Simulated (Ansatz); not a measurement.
# Zr (P6_3/mmc): phonon-mediated transition temperature

Aim: the phonon-mediated transition temperature of Zr (P6_3/mmc) at ambient pressure, over a range of μ*. The cell shown first is a relaxed one, from steps not shown here.

Calculated with Ansatz 0.2.0; DFT PBE, scalar-relativistic, plane waves, PseudoDojo norm-conserving pseudopotentials, in the first sound run; inputs show where later runs differ.

Experimental background.

For Zr (bulk crystal), “List of superconductors” (2026, Wikipedia's table of superconducting elements, as read in December) quotes earlier work: superconducting transition temperature (bulk, normal pressure) 0.55 K.

## (1) The cell after earlier relaxation steps

It takes space group P6_3/mmc (No. 194, hexagonal). The conventional cell has a = 3.236 Å, b = 3.236 Å, c = 5.166 Å, α = 90.00°, β = 90.00°, γ = 120.00°. Nearest to Zr lie 12 Zr at 3.19 to 3.24 Å.

## (2) Electron–phonon run: PseudoDojo files

The run that gives the couplings also evaluates McMillan's and Allen and Dynes's formulas and, where asked, the Eliashberg equations, over a range of μ*.

input.yaml

```yaml
crystal:
  lattice:
    - [3.2356314377, 0.0, 0.0]
    - [-1.6178157188, 2.8021390223, 0.0]
    - [0.0, 0.0, 5.1656083996]
  atoms:
    - { symbol: Zr, position: [0.3333333333, 0.6666666667, 0.25] }
    - { symbol: Zr, position: [0.6666666667, 0.3333333333, 0.75] }
kpoints:
  mp_grid: { grid: [12, 12, 6] }
hamiltonian:
  xc: pbe
  pseudopotentials: { kind: nc, accuracy: standard }
scf:
  occupations: { method: methfessel_paxton, width: 0.2 }
output:
  eigenvalues: true
phonons:
  method: dfpt
  qmesh: [6, 6, 3]
  temperatures: { t_max: 1000, t_step: 50 }
  qpath:
    path:
      - [[0.0, 0.0, 0.0], [0.5, 0.0, 0.0], [0.33333333, 0.33333333, 0.0], [0.0, 0.0, 0.0], [0.0, 0.0, 0.5], [0.5, 0.0, 0.5], [0.33333333, 0.33333333, 0.5], [0.0, 0.0, 0.5]]
      - [[0.5, 0.0, 0.5], [0.5, 0.0, 0.0]]
    npoints: 6
  electrical_resistivity:
    mesh: [24, 24, 12]
    temperatures: [20.0, 50.0, 80.0, 100.0, 150.0, 200.0, 273.0, 300.0, 400.0, 500.0, 600.0, 800.0]
  superconductivity: { mesh: [24, 24, 12], eliashberg_equations: false }
```

Run with:

```
ansatz run input.yaml --threads 16 --pin off --max-ram 92160MiB --backend cuda --events-out ev --progress --plain --runs-dir out --max-vram 78GiB
```

Numbers of over 12 decimals in the logs are rounded to 6 here.

Output:

```text
Engine: ansatz 0.2.0, aarch64-unknown-linux-gnu
Pseudopotentials: kind: nc
Pseudopotential: Zr, nc, valence charge 12, recommended cutoff 897.975746 eV (normal), Zr.nc.azcp (PseudoDojo's, or run here from an input of PseudoDojo's; its table is named by hamiltonian.pseudopotentials.accuracy)
Functional definition: PBE
  parameter kappa = 0.804
  parameter beta = 0.066725
  exchange = pbe_x(kappa = kappa, mu = beta*pi^2/3)
  correlation = pbe_c(beta = beta)
[...]
Crystal: 2 atoms, lattice volume = 46.835 Å³
Basis set: ecut = 897.975746 eV, 2863 PW (Γ), exchange–correlation on 64×64×108 points (8 copies of the dense FFT grid, shifted against one another)
Bands: 16, of which v1, the nominal top of the filled ones, is band 12 counted from 1 (11 counted from 0)
Symmetry: 24 space group operations
k-points: 76 of 864
Non-local potential: Zr, projectors of the file, l = 0: 2, l = 1: 2, l = 2: 2
Initial density: superposition of atomic densities (chi_scale 0.1, normalization cell)
Initial wavefunctions: pseudopotential atomic-orbital guess
[...]
Functional: x = pbe(κ = 0.804, μ = 0.219515), c = pbe(β = 0.066725)
[...]
SCF iter   1: F=—  HF=-2755.100568 eV  |F-HF|=—  |Δ(HF+E_count)|=         —  Δρ=2.96e-2  dr2=5.19e-1  ethr=3.10e-3  ⟨swp⟩=5.8  Hψ=12763  notcnv=0
automatic band count: the SCF goes on with 20 bands, as 16 were too few: they end inside the smearing window of the response
preconditioner: auto → Kerker (q_TF=auto, 2.441 Å⁻¹)  [metal: Δε(μ)=0.045 eV  Ē_g=5.082 eV  σ=0.200 eV  W_gap=0.19  n_scr=10 (ndim 8)  ℏωp=15.3 eV  f_vac=0.000  D(μ)=1.88/eV (n_scr^D=22)]
SCF iter   2: F=—  HF=-2754.985762 eV  |F-HF|=—  |Δ(HF+E_count)|=   1.15e-1  S|Δr|=    0.00e0  Δρ=1.79e-2  dr2=1.89e-1  ethr=2.16e-3  ⟨swp⟩=1.2  Hψ=2177  notcnv=0
[...]
SCF iter   8: F=-2754.930080 eV  HF=-2754.930080 eV  |F-HF|=1.36e-12  |Δ(HF+E_count)|=  9.64e-11  S|Δr|=    0.00e0  Δρ=1.68e-7  dr2=8.59e-12  ethr=1.00e-12  ⟨swp⟩=11.8  Hψ=11823  notcnv=0
SCF 1 converged in 8 iterations: F = -2754.930080 eV  dr2 = 8.59e-12
[...]
NSCF: frozen V_eff on 76 k-points, pencils in batches of 32, up to order 80
[...]
NSCF: frozen V_eff on 76 k-points
[...]
DFPT response loops at q = (0, 0, 0) (fractional): preconditioner auto → Kerker (q_TF=auto, 2.441 Å⁻¹) (partly filled bands, converged f_vac=0.000); β = 1.00, the filter's whole step (`scf.mixing.beta` (0.50) is not read by the response loops under this deck's `scf.mixing.preconditioner`; to damp them name `kerker` or `kerker_dos`, under which they read `scf.mixing.beta`, and type it under 1.00, their step now; both keys bind the ground state too); Anderson in place of MSR1; while a model of the screening serves, it and β = 1 on shorter waves in the place of filter and β
[...]
NSCF: frozen V_eff on 76 k-points
[...]
DFPT response loops at q = (0, 0, 0.333333) (fractional): mixed as the last ones told, above
[...]
DFPT response loops at q = (0, 0.166667, 0) (fractional): mixed as the last ones told, above
[...]
DFPT response loops at q = (0, 0.166667, 0.333333) (fractional): mixed as the last ones told, above
[...]
DFPT response loops at q = (0, 0.333333, 0) (fractional): mixed as the last ones told, above
[...]
DFPT response loops at q = (0, 0.333333, 0.333333) (fractional): mixed as the last ones told, above
[...]
DFPT response loops at q = (0, -0.5, 0) (fractional): mixed as the last ones told, above
[...]
DFPT response loops at q = (0, -0.5, 0.333333) (fractional): mixed as the last ones told, above
[...]
DFPT response loops at q = (0.166667, 0.166667, 0) (fractional): mixed as the last ones told, above
[...]
DFPT response loops at q = (0.166667, 0.166667, 0.333333) (fractional): mixed as the last ones told, above
[...]
DFPT response loops at q = (0.166667, 0.333333, 0) (fractional): mixed as the last ones told, above
[...]
DFPT response loops at q = (0.166667, 0.333333, 0.333333) (fractional): mixed as the last ones told, above
[...]
DFPT response loops at q = (0.333333, 0.333333, 0) (fractional): mixed as the last ones told, above
[...]
SCF 2 converged in 8 iterations: F = -2754.930080 eV  dr2 = 8.60e-12
[...]
SCF converged after 8 iterations
[...]
mean free path at 50 K (of a tensor a third of its trace): 50.1 nm by what each carries, 39.9 by the Fermi surface alone
  Hall coefficient in a weak field at 50 K (a third of the trace): 4.798e-11 m³/C (as a tensor it moves by 6.4 % between the two finest meshes); by each state's relaxation time: 2.339e-11 m³/C; by a constant relaxation time: -7.497e-12 m³/C
  mean free path at 80 K (of a tensor a third of its trace): 18.3 nm by what each carries, 15.4 by the Fermi surface alone
  Hall coefficient in a weak field at 80 K (a third of the trace): 2.284e-11 m³/C (as a tensor it moves by 4.0 % between the two finest meshes); by each state's relaxation time: 9.086e-12 m³/C; by a constant relaxation time: -8.164e-12 m³/C
  mean free path at 100 K (of a tensor a third of its trace): 12.7 nm by what each carries, 10.8 by the Fermi surface alone
  Hall coefficient in a weak field at 100 K (a third of the trace): 1.773e-11 m³/C (as a tensor it moves by 3.1 % between the two finest meshes); by each state's relaxation time: 6.314e-12 m³/C; by a constant relaxation time: -8.735e-12 m³/C
  mean free path at 150 K (of a tensor a third of its trace): 7.35 nm by what each carries, 6.37 by the Fermi surface alone
  Hall coefficient in a weak field at 150 K (a third of the trace): 1.279e-11 m³/C (as a tensor it moves by 2.0 % between the two finest meshes); by each state's relaxation time: 2.987e-12 m³/C; by a constant relaxation time: -1.043e-11 m³/C
  mean free path at 200 K (of a tensor a third of its trace): 5.28 nm by what each carries, 4.58 by the Fermi surface alone
  Hall coefficient in a weak field at 200 K (a third of the trace): 9.794e-12 m³/C (as a tensor it moves by 1.5 % between the two finest meshes); by each state's relaxation time: 1.223e-13 m³/C; by a constant relaxation time: -1.237e-11 m³/C
  mean free path at 273 K (of a tensor a third of its trace): 3.80 nm by what each carries, 3.28 by the Fermi surface alone
  Hall coefficient in a weak field at 273 K (a third of the trace): 5.210e-12 m³/C (as a tensor it moves by 1.2 % between the two finest meshes); by each state's relaxation time: -4.816e-12 m³/C; by a constant relaxation time: -1.551e-11 m³/C
  mean free path at 300 K (of a tensor a third of its trace): 3.45 nm by what each carries, 2.98 by the Fermi surface alone
  Hall coefficient in a weak field at 300 K (a third of the trace): 3.264e-12 m³/C (as a tensor it moves by 1.2 % between the two finest meshes); by each state's relaxation time: -6.925e-12 m³/C; by a constant relaxation time: -1.674e-11 m³/C
  mean free path at 400 K (of a tensor a third of its trace): 2.61 nm by what each carries, 2.22 by the Fermi surface alone
  Hall coefficient in a weak field at 400 K (a third of the trace): -5.614e-12 m³/C (as a tensor it moves by 1.8 % between the two finest meshes); by each state's relaxation time: -1.626e-11 m³/C; by a constant relaxation time: -2.148e-11 m³/C
  mean free path at 500 K (of a tensor a third of its trace): 2.13 nm by what each carries, 1.78 by the Fermi surface alone
  Hall coefficient in a weak field at 500 K (a third of the trace): -1.681e-11 m³/C (as a tensor it moves by 2.7 % between the two finest meshes); by each state's relaxation time: -2.744e-11 m³/C; by a constant relaxation time: -2.625e-11 m³/C
  mean free path at 600 K (of a tensor a third of its trace): 1.82 nm by what each carries, 1.49 by the Fermi surface alone
  Hall coefficient in a weak field at 600 K (a third of the trace): -2.945e-11 m³/C (as a tensor it moves by 3.6 % between the two finest meshes); by each state's relaxation time: -3.954e-11 m³/C; by a constant relaxation time: -3.053e-11 m³/C
  mean free path at 800 K (of a tensor a third of its trace): 1.44 nm by what each carries, 1.14 by the Fermi surface alone
  Hall coefficient in a weak field at 800 K (a third of the trace): -5.185e-11 m³/C (as a tensor it moves by 4.5 % between the two finest meshes); by each state's relaxation time: -6.005e-11 m³/C; by a constant relaxation time: -3.513e-11 m³/C
  the resistivity times a path that all electrons share, by the Fermi surface of the deck's mesh alone (a third of the trace): 1.400e-15 Ω·m²
  not converged in the mesh (λ; λ_tr; the resistivity at 20 K by 4.47 %; the resistivity at 50 K by 10.04 %; the resistivity at 80 K by 9.30 %; the resistivity at 100 K by 8.77 %; the resistivity at 150 K by 7.54 %; the resistivity at 200 K by 6.31 %; the resistivity at 273 K by 4.54 %; the resistivity at 300 K by 3.91 %; the resistivity at 800 K by 4.60 %): between neighbouring meshes, the two finest first, λ moves  [...]
  vibrations of 108 cells: unjudged by the run; compare a larger repeat
  the changes of the potential over all sites missed a rigid shift's by 0.00 % (the site terms' by 0.00 %)
  at the force constants' own smearing the fine mesh and the k-points of their solves give squared frequencies that differ by 9.7 % of the larger at the most, at (0, 0, 0)
--- Superconductivity: potentials and phonons of a 6×6×3 supercell ---
  pairing by harmonic phonons, in the closed forms alone; spin fluctuations are left out, and so is spin–orbit coupling
           mesh         λ    ħω_log (meV)  μ* declared at (meV)
       24×24×12    0.5977          12.512               14.404
        12×12×6    0.5890          12.548               14.421
          6×6×3    0.6483          12.729               14.558
  λ by the species' shares of the modes' patterns: Zr 0.5977
  transition temperature on the deck's mesh (K), isotropic and anisotropic, restricted to the Fermi surface (FSR) and over the full bandwidth (FBW), and the last with the density of states resolved in a narrower window:
        μ*   McMillan   Allen–Dynes      iso. FSR      iso. FBW    aniso. FSR    aniso. FBW  narrow window
      0.08      4.020         4.147             -             -             -             -              -
      0.10      3.283         3.377             -             -             -             -              -
      0.12      2.613         2.682             -             -             -             -              -
      0.13      2.306         2.363             -             -             -             -              -
      0.14      2.017         2.066             -             -             -             -              -
      0.16      1.499         1.533             -             -             -             -              -
      0.20      0.713         0.726             -             -             -             -              -
  not judged without the Eliashberg equations: between neighbouring meshes, the two finest first, λ moves by 1.46 % and 10.07 %
  vibrations of 108 cells: unjudged by the run; compare a larger repeat
  the changes of the potential over all sites missed a rigid shift's by 0.00 % (the site terms' by 0.00 %)
  at the force constants' own smearing the fine mesh and the k-points of their solves give squared frequencies that differ by 9.7 % of the larger at the most, at (0, 0, 0)
```

The job ended after 1.7 min (1 × NVIDIA GB200 with 16 threads of Arm Neoverse V2, shared host; peak memory 8.8 GiB; 16 min of CPU time).

This step gave:

```
volume per atom                                                                : 23.42 Å³/atom
metallic on mesh                                                               : yes
gap on the k-mesh                                                              : 0 eV
zero-point energy                                                              : 0.04612 eV/cell
share of imaginary modes in the plain interpolation between solved wavevectors : 0
highest frequency, solved or plainly interpolated                              : 202.8 cm⁻¹
Debye temperature (second moment)                                              : 242 K
resistivity at 300 K                                                           : 46.76 μΩ cm, mean of the axes
coupling constant λ                                                            : 0.5977
density of states at the Fermi level                                           : 0.9311 states/eV a spin and cell
log mean phonon energy ħω_log                                                  : 12.51 meV
transport coupling constant λ_tr                                               : 0.6368, 0.6368, 0.6569 (xx, yy, zz)
Drude plasma energy                                                            : 3.886, 3.886, 4.168 eV (xx, yy, zz)
resistivity times mean free path                                               : 15.46, 15.46, 11.08 × 10⁻¹⁶ Ω m² (xx, yy, zz)
second-moment phonon energy ħω₂                                                : 14.40 meV
coupling λ by branch                                                           : 0.181, 0.121, 0.0656, 0.0831, 0.075, 0.0731 (branches by rank of frequency)
```

Transition temperatures:

| μ* | McMillan Tc (K) | Allen–Dynes Tc (K) |
| --- | --- | --- |
| 0.08 | 4.02 | 4.15 |
| 0.1 | 3.28 | 3.38 |
| 0.12 | 2.61 | 2.68 |
| 0.13 | 2.31 | 2.36 |
| 0.14 | 2.02 | 2.07 |
| 0.16 | 1.5 | 1.53 |
| 0.2 | 0.713 | 0.726 |

## (3) Electron–phonon run: finite displacements

Finite displacements in a supercell are the other road to force constants and couplings; here with the base functional.

This step: DFT PBE, scalar-relativistic, plane waves, PAW; PAW set soft_1 (Ansatz 0.2.0).

Changes to input.yaml since step 2:

```diff
@@ -2,5 +2,5 @@
   lattice:
-    - [3.2356314377, 0.0, 0.0]
-    - [-1.6178157188, 2.8021390223, 0.0]
-    - [0.0, 0.0, 5.1656083996]
+    - [3.2349151211, 0.0, 0.0]
+    - [-1.6174575605, 2.801518674, 0.0]
+    - [0.0, 0.0, 5.1645562949]
   atoms:
@@ -12,3 +12,3 @@
   xc: pbe
-  pseudopotentials: { kind: nc, accuracy: standard }
+  pseudopotentials: { kind: paw, azcp: { folder: soft_1 } }
 scf:
@@ -18,4 +18,4 @@
 phonons:
-  method: dfpt
-  qmesh: [6, 6, 3]
+  method: fd
+  supercell: [6, 6, 3]
   temperatures: { t_max: 1000, t_step: 50 }
```

Output:

```text
[...]
Crystal: 216 atoms, lattice volume = 5054.907 Å³
Basis set: ecut = 420 eV, 98955 PW (Γ), exchange–correlation on 270×270×216 points (8 copies of the dense FFT grid, shifted against one another)
Bands: 1728, of which v1, the nominal top of the filled ones, is band 1296 counted from 1 (1295 counted from 0)
Symmetry: 2592 space group operations
k-points: 4 of 8
[...]
SCF iter   1: F=—  HF=-903713.613885 eV  |F-HF|=—  |Δ(HF+E_count)|=         —  Δρ=2.44e-8  dr2=1.48e-11  ethr=1.00e-12  ⟨swp⟩=3.0  Hψ=17741  notcnv=0
[...]
SCF iter   2: F=-903713.613885 eV  HF=-903713.613885 eV  |F-HF|=0.00e0  |Δ(HF+E_count)|=  9.31e-10  S|Δr|=    0.00e0  Δρ=1.50e-8  dr2=5.79e-12  ethr=1.00e-12  ⟨swp⟩=13.2  Hψ=23167  notcnv=0
SCF 1 converged in 2 iterations: F = -903713.613885 eV  dr2 = 5.79e-12
[...]
Symmetry: 1 space group operations
k-points: 8
[...]
iter 1 solved again at ethr=1.88e-8 eV; its pass at ethr=3.10e-3 eV (dr2=4.86e-4 eV) is discarded
[...]
SCF iter   7: F=-903713.613867 eV  HF=-903713.613867 eV  |F-HF|=4.66e-10  |Δ(HF+E_count)|=  4.66e-10  S|Δr|=    0.00e0  Δρ=4.93e-9  dr2=1.30e-12  ethr=1.00e-12  ⟨swp⟩=4.1  Hψ=45910  notcnv=0
SCF 2 converged in 7 iterations: F = -903713.613867 eV  dr2 = 1.30e-12
[...]
Crystal: 2 atoms, lattice volume = 46.805 Å³
Basis set: ecut = 420 eV, 941 PW (Γ), exchange–correlation on 48×48×72 points (8 copies of the dense FFT grid, shifted against one another)
Bands: 16, of which v1, the nominal top of the filled ones, is band 12 counted from 1 (11 counted from 0)
[...]
SCF iter   1: F=—  HF=-8367.887713 eV  |F-HF|=—  |Δ(HF+E_count)|=         —  Δρ=2.92e-2  dr2=5.16e-1  ethr=3.10e-3  ⟨swp⟩=5.0  Hψ=5051  notcnv=0
[...]
SCF iter   7: F=—  HF=-8367.718647 eV  |F-HF|=—  |Δ(HF+E_count)|=   9.18e-9  S|Δr|=    0.00e0  Δρ=1.29e-6  dr2=6.23e-10  ethr=1.50e-10  ⟨swp⟩=2.7  Hψ=1980  notcnv=0
[...]
SCF 3 converged in 8 iterations: F = -8367.718647 eV  dr2 = 2.57e-11
[...]
SCF converged after 2 iterations
[...]
vibrations of 108 cells: unjudged by the run; compare a larger repeat
[...]
--- Superconductivity: potentials and phonons of a 6×6×3 supercell ---
[...]
mesh         λ    ħω_log (meV)  μ* declared at (meV)
       24×24×12    0.6033          12.518               14.406
        12×12×6    0.5921          12.543               14.414
          6×6×3    0.6524          12.723               14.548
  λ by the species' shares of the modes' patterns: Zr 0.6033
[...]
0.08      4.123         4.254             -             -             -             -              -
      0.10      3.378         3.476             -             -             -             -              -
      0.12      2.699         2.770             -             -             -             -              -
      0.13      2.386         2.447             -             -             -             -              -
      0.14      2.093         2.144             -             -             -             -              -
      0.16      1.565         1.600             -             -             -             -              -
      0.20      0.756         0.770             -             -             -             -              -
[...]
vibrations of 108 cells: unjudged by the run; compare a larger repeat
[...]
```

The job ended after 2.5 min (1 × NVIDIA GB200 with 16 threads; peak memory 15 GiB).

Numbers from this step:

```yaml
volume_per_atom: 23.40 Å³/atom
zero_point_energy: 0.04608 eV/cell
debye_temperature_second_moment: 241 K
resistivity_at_300_k: 46.87 μΩ cm, mean of the axes
coupling_constant_lambda: 0.6033
density_of_states_at_the_fermi_level: 0.9363 states/eV a spin and cell
log_mean_phonon_energy_omega_log: 12.52 meV
transport_coupling_constant_lambda_tr: 0.6428, 0.6428, 0.6626 (xx, yy, zz)
drude_plasma_energy: 3.889, 3.889, 4.173 eV (xx, yy, zz)
resistivity_times_mean_free_path: 15.45, 15.45, 11.06 × 10⁻¹⁶ Ω m² (xx, yy, zz)
second_moment_phonon_energy_omega: 14.41 meV
coupling_lambda_by_branch: 0.182, 0.121, 0.0659, 0.0843, 0.0758, 0.0742 (branches by rank of frequency)
```

Transition temperatures:

| μ* | McMillan Tc (K) | Allen–Dynes Tc (K) |
| --- | --- | --- |
| 0.08 | 4.12 | 4.25 |
| 0.1 | 3.38 | 3.48 |
| 0.12 | 2.7 | 2.77 |
| 0.13 | 2.39 | 2.45 |
| 0.14 | 2.09 | 2.14 |
| 0.16 | 1.56 | 1.6 |
| 0.2 | 0.756 | 0.77 |

[end of part 1 of 2]

[Logs are printed without paths, hosts, clocks, repeated set-up lines and the standing remarks that a program may print on its own settings, such as how far it seeks lower states.]

[Hosts, paths, dates, database ids (printed as entryN), source tags and the programs' standing remarks are cut or masked in the printed files.]
